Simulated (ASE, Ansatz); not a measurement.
**What do other settings change for AlN(11-20)/C(110) interface (80 atoms)?**

The cell holds 80 atoms: 16 Al, 16 N and 48 C. Its edges and angles: a = 10.741 Å, b = 5.013 Å, c = 22.270 Å, α = 90.0°, β = 90.0°, γ = 90.0°. It derives from AlN and C. Wurtzite AlN(11-20), 4 repeat layers, 2 surface cells, strained -0.37 and +0.63 %; diamond-structure C(110), 4 layers, 6 cells, +0.37 and -0.62 %; outer planes 1.82 Å apart, 12 Å of vacuum above; not relaxed, displaced by a Gaussian of 0.02 Å. Regions: AlN, 32 atoms (16 Al and 16 N); C, 48 atoms (48 C). Vacuum lies along c.

Geometry: as built.

Reference run: Kohn-Sham DFT, PBE, PAW (set soft_2), plane waves (Ansatz 0.2.0), cutoff 420 eV, k-mesh 1×3×1, gaussian smearing of 0.025 eV.

```
r.m.s. force component                           : 1.575 eV/Å
spacing of highest filled and lowest empty level : 0.046 eV
SCF cycles                                       : 17
time                                             : 53 s on 4 threads of Arm Neoverse V2, shared host
```

**Question.** The same geometry is run again with each of these changes. How far do the results move, and how long does each run take?
- support functions medium
- support functions low
- support functions high
- support functions medium, radius 3.22 Å
- support functions medium, radius 3.49 Å
- support functions medium, radius 3.72 Å
- support functions medium, radius 3.98 Å
- support functions medium, radius 4.48 Å

Each row is set against the plane-wave reference (Kohn-Sham DFT, PBE, PAW (set soft_2), plane waves; r.m.s. force component 1.58 eV/Å). Energies are set beside the reference only for runs with its functional, potentials and electron count. Times are for 4 threads of Arm Neoverse V2, shared host. The reference's time includes the DOS and grids, which some other runs skip.

```csv
run,"Δ force, r.m.s. (meV/Å)",share of r.m.s. force (%),Δ energy (meV/atom),cycles,time,host memory (GiB)
reference,-,-,-,17,53 s,2.5
support functions medium,0.658,0.0418,-3.51,25,1.9 min,2.4
support functions low,0.688,0.0437,-3.51,22,1.7 min,2.4
support functions high,0.61,0.0388,-3.47,33,8.3 min,5.1
"support functions medium, radius 3.22 Å",0.695,0.0441,-3.51,25,1.8 min,2.3
"support functions medium, radius 3.49 Å",0.657,0.0417,-3.51,26,2.2 min,2.6
"support functions medium, radius 3.72 Å",0.654,0.0415,-3.51,25,2.7 min,2.8
"support functions medium, radius 3.98 Å",0.65,0.0412,-3.51,25,3.3 min,3.1
"support functions medium, radius 4.48 Å",0.649,0.0412,-3.51,25,4.8 min,3.7
```

Among numerical settings the force difference runs from 0.61 meV/Å (support functions high) to 0.69 meV/Å (support functions medium, radius 3.22 Å). At 80 atoms the fastest of the runs at a preset level, support functions low, takes roughly 2.0 times the time of plane waves (whose run also made extra analyses, so the like-for-like ratio is larger), in 22 SCF cycles against 17. Differences between support functions and plane waves include what basis error the plane-wave run still has. The force difference hardly changes among these support-function runs, which points to the basis of the plane-wave reference as its main source. As the radius goes from 3.22 to 4.48 Å, the force difference goes from 0.69 to 0.65 meV/Å, and the time from 1.8 min to 4.8 min. The cell is under 6 Å thick along one periodic direction, so every atom has periodic images of itself close by, which move with it and show among its neighbours and in g(r). The slab bears a dipole and has periodic images along its normal, so a spurious field crosses the vacuum. The main run has no spin polarisation, so any moments at edges, vacancies or dangling bonds can't form in it.

[Logs are printed without paths, hosts, clocks, repeated set-up lines and the standing remarks that a program may print on its own settings, such as how far it seeks lower states.]

[Hosts, paths, dates, database ids (printed as entryN), source tags and the programs' standing remarks are cut or masked in the printed files.]
